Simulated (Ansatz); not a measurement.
# CdHC2O3: which shell does photoemission see at 21.2 and 40.8 eV? (PBE)

The valence band of CdHC2O3 mixes several shells. Work out by hand which one leads the spectrum's area at each photon energy.

Filled states come from the projected DOS of Ansatz 0.2.0 (PBE, plane waves); cross sections σ and asymmetry parameters β are those of free atoms in a Dirac–Hartree–Slater calculation. A shell's area is states × σ × angular factor, which is 1 − β·P₂(cos θ)/2 for unpolarised light, with θ = 54.7° from the beam and P₂ = 0.001.

**At 21.2 eV** (states counted from 11.2 eV below the zero; other shells add 4.4 to the products' sum of 251):

```
shell  filled states a cell  cross section (Mb an electron)      β  angular factor  product  share by hand (%)  share in the simulated spectrum (%)
 C 2p                 17.59                            2.74   1.32            1.00     48.1                 19                                   19
Cd 4d                 39.78                           0.964  -0.11            1.00     38.3                 15                                   15
 O 2p                 58.80                            2.73   0.81            1.00      160                 64                                   64
```

**At 40.8 eV** (states counted from 23.4 eV below the zero; other shells add 13 to the products' sum of 272):

```
shell  filled states a cell  cross section (Mb an electron)     β  angular factor  product  share by hand (%)  share in the simulated spectrum (%)
 C 2p                 22.35                           0.837  1.50            1.00     18.7                  7                                    7
Cd 4d                 39.92                            3.63  0.28            1.00      145                 53                                   53
 O 2p                 59.81                             1.6  1.32            1.00     95.7                 35                                   35
```

O 2p leads at 21.2 eV and Cd 4d at 40.8 eV. Between the two energies σ of O 2p changes by a factor 0.59 and that of Cd 4d by 3.8, so their ratio moves 6.4-fold in favour of the second. The simulated spectrum uses the same rule on the energy-resolved DOS, so the two share columns agree within a few points.

Only crystals where the two columns agree within 4 points and the lead is clear are worked in this form. Free-atom cross sections ignore the solid's final states, no escape depth or background enters, and the count of states a shell hangs on the projection.

[Logs are printed without paths, hosts, clocks, repeated set-up lines and the standing remarks that a program may print on its own settings, such as how far it seeks lower states.]
